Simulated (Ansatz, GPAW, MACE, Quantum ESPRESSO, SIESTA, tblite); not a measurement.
**Running Nb(100)/C(110) interface (68 atoms) with tblite**

Aim: run Nb(100)/C(110) interface (68 atoms) in tblite and see how near its forces come to a plane-wave reference, and at what cost.

Calculated with tblite 0.8.0; the method is named at each step.

### Step 1. Set-up

The cell holds 68 atoms: 20 Nb and 48 C. Its edges and angles: a = 7.134 Å, b = 7.567 Å, c = 22.999 Å, α = 90.0°, β = 90.0°, γ = 90.0°. Bcc Nb(100), 4 repeat layers, 5 surface cells, strained -3.32 and +2.54 %; diamond-structure C(110), 4 layers, 6 cells, -0.00 and -0.00 %; outer planes 2.25 Å apart, 12 Å of vacuum above; not relaxed, displaced by a Gaussian of 0.02 Å. Then every atom was moved at random, 0.05 Å r.m.s. a Cartesian component. Regions: Nb, 20 atoms (20 Nb); C, 48 atoms (48 C). Vacuum lies along c.

The yardstick, on the same geometry:

- method: Kohn-Sham DFT, PBE, PAW, plane waves (Ansatz 0.2.0); cutoff 420 eV, Γ point, fermi-dirac smearing of 0.05 eV; PAW set soft_2
- r.m.s. force component: 2.342 eV/Å
- longest force: 9.325 eV/Å
- SCF cycles: 15
- time: 17 s on 4 threads of Arm Neoverse V1, shared host
- CPU time: 65 s

### Step 2. GFN1-xTB

Method: GFN1-xTB tight binding, diagonalisation.

run.py

```python
import numpy as np
from ase.io import read
from tblite.ase import TBLite

atoms = read("structure.xyz")
atoms.calc = TBLite(method="GFN1-xTB", electronic_temperature=580, accuracy=1.0, max_iterations=250, mixer_damping=0.1, verbosity=1)
energy = atoms.get_potential_energy()
forces = atoms.get_forces()
print(f"energy {energy:.6f} eV")
print("forces (eV/A)")
for i, (a, f) in enumerate(zip(atoms, forces)):
    print(f"{i:4d} {a.symbol:2s} {f[0]:10.5f} {f[1]:10.5f} {f[2]:10.5f}")
print("charges (e)")
print(np.array2string(atoms.get_charges(), precision=4, suppress_small=True, max_line_width=110, threshold=100000))
```

structure.xyz

```xyz
68
Lattice="7.13400 0.00000 0.00000 0.00000 7.56670 0.00000 0.00000 0.00000 22.99872" Properties=species:S:1:pos:R:3 pbc="T T T"
Nb 5.70556 3.02774 5.98404
Nb 4.99344 0.69954 7.68019
Nb 5.72482 2.96274 9.33472
Nb 3.60980 3.80499 10.87264
Nb 4.23531 6.03573 5.99485
Nb 3.62450 3.77382 7.69399
Nb 4.34425 6.10254 9.39199
Nb 2.08727 6.78309 10.95797
Nb 2.92080 1.51939 5.92953
Nb 2.12850 6.80995 7.72527
Nb 2.82242 1.41944 9.29654
Nb 0.77247 2.33576 10.81952
Nb 1.40811 4.49825 5.97875
Nb 0.71069 2.32585 7.61051
Nb 1.37558 4.58973 9.27147
Nb 6.30489 5.26362 10.96234
Nb 6.99467 0.09224 6.07833
Nb 6.48680 5.30585 7.71745
Nb 7.13229 0.00446 9.33196
Nb 4.98980 0.83582 10.93612
C 3.90251 5.62985 13.15826
C 1.18738 4.47078 13.17091
C 1.99559 4.43749 14.52438
C 2.98979 5.71399 14.47171
C 3.82489 5.71611 15.65431
C 1.20928 4.57188 15.74653
C 2.12536 4.46216 16.96064
C 3.00463 5.73397 16.88635
C 3.87169 0.75584 13.18310
C 1.34690 6.93768 13.21069
C 2.16674 6.92868 14.49793
C 2.98793 0.70385 14.48045
C 3.93968 0.72882 15.74607
C 1.17647 7.06949 15.66167
C 2.14412 6.89954 16.96593
C 2.94820 0.67139 16.98478
C 0.37625 5.73692 13.27302
C 4.81438 4.50022 13.28981
C 5.60775 4.54789 14.56417
C 6.50136 5.75985 14.39260
C 0.43874 5.75183 15.77850
C 4.66364 4.42879 15.75228
C 5.69843 4.45928 17.00019
C 6.56542 5.81841 16.97168
C 3.84252 3.20722 13.20793
C 1.21956 1.87019 13.12491
C 2.16817 2.05648 14.50552
C 2.99635 3.09826 14.49241
C 3.91999 3.11408 15.89258
C 1.16306 1.89697 15.66742
C 2.04018 1.97884 17.01537
C 2.97224 3.15819 17.02595
C 0.36897 0.73632 13.26198
C 4.80653 6.96114 13.23461
C 5.63893 7.03930 14.38524
C 6.60872 0.82477 14.46022
[... 8 atom lines left out ...]
C 0.35848 3.18089 15.77413
C 4.78092 2.02810 15.71825
C 5.70092 1.92028 17.08782
C 6.54644 3.22879 16.99076
```

The run is started by

```bash
OMP_NUM_THREADS=1 python run.py > output.txt
```

Output:

```text
------------------------------------------------------------
  cycle        total energy    energy error   density error
------------------------------------------------------------
      1     -139.6424164501  -1.4063058E+02   9.3731012E-01
      2     -2.219600070049   1.3742282E+02   1.2665839E+00
      3     -72.33242251253  -7.0112822E+01   9.8412204E-01
      4      32.93821493716   1.0527064E+02   1.0002082E+00
      5     -44.16089847365  -7.7099113E+01   6.7798446E-01
      6     -75.95307254676  -3.1792174E+01   8.0406542E-01
      7     -95.14730913123  -1.9194237E+01   6.0664914E-01
      8     -128.4707304996  -3.3323421E+01   3.3004934E-01
      9     -124.6308741657   3.8398563E+00   3.5074193E-01
     10     -118.7704239643   5.8604502E+00   3.2601498E-01
     11     -135.7566531726  -1.6986229E+01   1.5451843E-01
     12     -140.6783692389  -4.9217161E+00   5.8813863E-02
     13     -140.5881147339   9.0254505E-02   3.9649340E-02
     14     -139.8246515944   7.6346314E-01   6.5623140E-02
     15     -140.7813763094  -9.5672472E-01   2.1857145E-02
     16     -140.8133032957  -3.1926986E-02   1.7553228E-02
     17     -140.8243018980  -1.0998602E-02   1.5332465E-02
     18     -140.8374760343  -1.3174136E-02   1.5917592E-02
     19     -140.8517284394  -1.4252405E-02   1.0773447E-02
     20     -140.8534262943  -1.6978549E-03   8.3256093E-03
     21     -140.8538805197  -4.5422535E-04   3.6149364E-03
     22     -140.8497212804   4.1592392E-03   4.9052032E-03
     23     -140.8559742283  -6.2529479E-03   1.6210558E-03
     24     -140.8552748147   6.9941356E-04   2.2873233E-03
     25     -140.8564544227  -1.1796079E-03   7.7154188E-04
     26     -140.8563887256   6.5697098E-05   7.4202682E-04
     27     -140.8564632505  -7.4524961E-05   4.0244308E-04
     28     -140.8564750155  -1.1764962E-05   3.0981635E-04
     29     -140.8564967603  -2.1744790E-05   6.6475493E-05
     30     -140.8564960943   6.6592625E-07   5.7340129E-05
     31     -140.8564968902  -7.9582767E-07   2.3662157E-05
     32     -140.8564969409  -5.0709190E-08   1.1790460E-05
------------------------------------------------------------
 total:                                   2.762 sec
energy -3832.900512 eV
forces (eV/A)
   0 Nb   -0.23770   -0.14988   -0.22340
   1 Nb   -0.63759    0.44701    0.10562
   2 Nb   -0.32863    0.31387   -0.54342
   3 Nb   -0.23791    0.20293    2.31560
   4 Nb   -0.15706   -0.11053    0.23110
   5 Nb   -0.30120    0.21928   -0.54495
   6 Nb   -0.99181   -0.18255   -0.74444
   7 Nb    0.27999   -0.00501    2.03403
   8 Nb   -0.02868    0.16099    0.17129
   9 Nb    0.27805   -0.19139   -0.92302
  10 Nb    0.32848    0.33309   -0.20740
  11 Nb    0.07938   -0.10844    2.74032
  12 Nb    0.22384   -0.00164    0.29158
  13 Nb    0.41825   -0.20323   -0.17118
  14 Nb    1.02397   -0.37244    0.50272
  15 Nb    0.66582   -0.17574    2.23971
  16 Nb    0.64110   -0.22813   -0.57995
  17 Nb   -0.88142    0.27718   -1.05534
  18 Nb   -0.00653   -0.00636   -0.00708
  19 Nb   -0.30197   -0.20049    2.57166
  20 C     1.63164    3.10991    1.36328
  21 C    -1.28045   -0.50418    2.25231
  22 C     5.23845    0.54655   -3.13895
  23 C    -1.35661   -1.56971   -2.26402
[...]
60 C     0.52028   -1.01181   -0.02319
  61 C    -0.74445    4.06398    0.30772
  62 C     0.17277    3.79135   -0.41483
  63 C    -2.22676    1.13317   -2.10396
  64 C    -0.66867    1.66212    1.35422
  65 C     1.53222   -5.43226    3.08773
  66 C     3.86692    1.93292   -3.08048
  67 C    -3.87120   -0.35824   -1.64850
charges (e)
[ 0.0645 -0.0496 -0.1143  0.2199  0.0653 -0.0387 -0.1069  0.2286  0.0747 -0.0348 -0.0923  0.1718  0.0601
 -0.0382 -0.1271  0.1841  0.0502 -0.0248 -0.0732  0.1741 -0.0946 -0.1048  0.025   0.0385  0.0484  0.0569
 -0.0602 -0.0163 -0.0889 -0.1227  0.0386  0.0263  0.0272  0.0595 -0.0665 -0.0195 -0.0486 -0.0686  0.0278
  0.0307  0.0363  0.0434 -0.0595 -0.0116 -0.1204 -0.1069  0.0501  0.027   0.0598  0.0516 -0.0779 -0.0295
 -0.0629 -0.0859  0.0241  0.0233  0.057   0.0349 -0.0706  0.0089 -0.0274 -0.064   0.0348  0.0016  0.0411
  0.0574 -0.1042 -0.0121]
```

Elapsed: 3.3 s, on 1 thread of Arm Neoverse V1, shared host; peak memory 0.11 GiB.

Banners, paths, timers and routine set-up lines are dropped from the logs unmarked, and long logs keep their key lines alone; longer cuts are marked.

Compared with the plane-wave run:

| Quantity | Value |
| --- | --- |
| r.m.s. force component | 2.341 eV/Å |
| r.m.s. difference of force components | 540.7 meV/Å |
| longest difference of force vectors | 2268 meV/Å |
| force difference over r.m.s. force | 23.09 % |
| slope of forces against the reference's | 0.973 |
| correlation of force components | 0.9733 |

Length of the force difference by element (eV/Å):

| element | atoms | mean | most |
| --- | --- | --- | --- |
| C | 48 | 0.84 | 1.5 |
| Nb | 20 | 0.79 | 2.3 |

A closer look about Nb12, picked at random: 14 atoms, nearest first, numbered in the order of the input, with positions taken from that point.

| atom | x | y | z | distance (Å) | Mulliken charge (e) | Fx | Fy | Fz (eV/Å) |
| --- | --- | --- | --- | --- | --- | --- | --- | --- |
| Nb12 | 0.00 | 0.00 | 0.00 | 0.00 | 0.17 | 0.08 | -0.11 | 2.74 |
| C46 | 0.45 | -0.47 | 2.31 | 2.39 | -0.11 | -1.18 | 4.12 | 1.17 |
| C61 | -0.37 | 0.88 | 2.47 | 2.65 | -0.03 | 0.52 | -1.01 | -0.02 |
| Nb3 | -2.18 | 0.63 | -1.48 | 2.71 | -0.11 | -0.33 | 0.31 | -0.54 |
| Nb11 | 2.05 | -0.92 | -1.52 | 2.71 | -0.09 | 0.33 | 0.33 | -0.21 |
| Nb15 | 0.60 | 2.25 | -1.55 | 2.80 | -0.13 | 1.02 | -0.37 | 0.50 |
| Nb19 | -0.77 | -2.33 | -1.49 | 2.87 | -0.07 | -0.01 | -0.01 | -0.01 |
| C53 | -0.40 | -1.60 | 2.44 | 2.95 | -0.06 | 2.30 | -2.49 | 0.38 |
| Nb4 | 2.84 | 1.47 | 0.05 | 3.20 | 0.22 | -0.24 | 0.20 | 2.32 |
| C22 | 0.41 | 2.14 | 2.35 | 3.20 | -0.10 | -1.28 | -0.50 | 2.25 |
| Nb14 | -0.06 | -0.01 | -3.21 | 3.21 | -0.04 | 0.42 | -0.20 | -0.17 |
| Nb20 | -2.92 | -1.50 | 0.12 | 3.28 | 0.17 | -0.30 | -0.20 | 2.57 |
| Nb16 | -1.60 | 2.93 | 0.14 | 3.34 | 0.18 | 0.67 | -0.18 | 2.24 |
| Nb8 | 1.31 | -3.12 | 0.14 | 3.39 | 0.23 | 0.28 | -0.01 | 2.03 |

Atoms are counted from 1 here, from 0 in the log.

Forces lie 23 % from the reference's, at 0.051 times its CPU time (on 1 against 4 cores).

### Step 3. Summary of results

| Property | Result |
| --- | --- |
| force difference from the reference | tblite GFN1-xTB, 23 % |
| its CPU time | 3.3 s |

**Reading.** Tight binding differs by 23 % (tblite GFN1-xTB); it is another model, with fitted parameters of its own, and the xTB methods hold dispersion. One electronic-structure run takes under half the reference's CPU time: tblite GFN1-xTB, at 23 % in 3.3 s against 65 s. Periodic xTB results under one method name differ between programs and library versions. The host structure and its lattice constant were typed by rule, without a check against the phase diagram. The electronic-structure runs sample only Γ, in a cell whose shortest periodic width is 7 Å, which is coarse for a cell with partly filled levels.

[Also dropped from logs without a mark: logging warnings of Python, and SIESTA's first energy breakdown and zero terms.]

[Logs are printed without paths, hosts, clocks, repeated set-up lines and the standing remarks that a program may print on its own settings, such as how far it seeks lower states.]

[Hosts, paths, dates, database ids (printed as entryN), source tags and the programs' standing remarks are cut or masked in the printed files.]
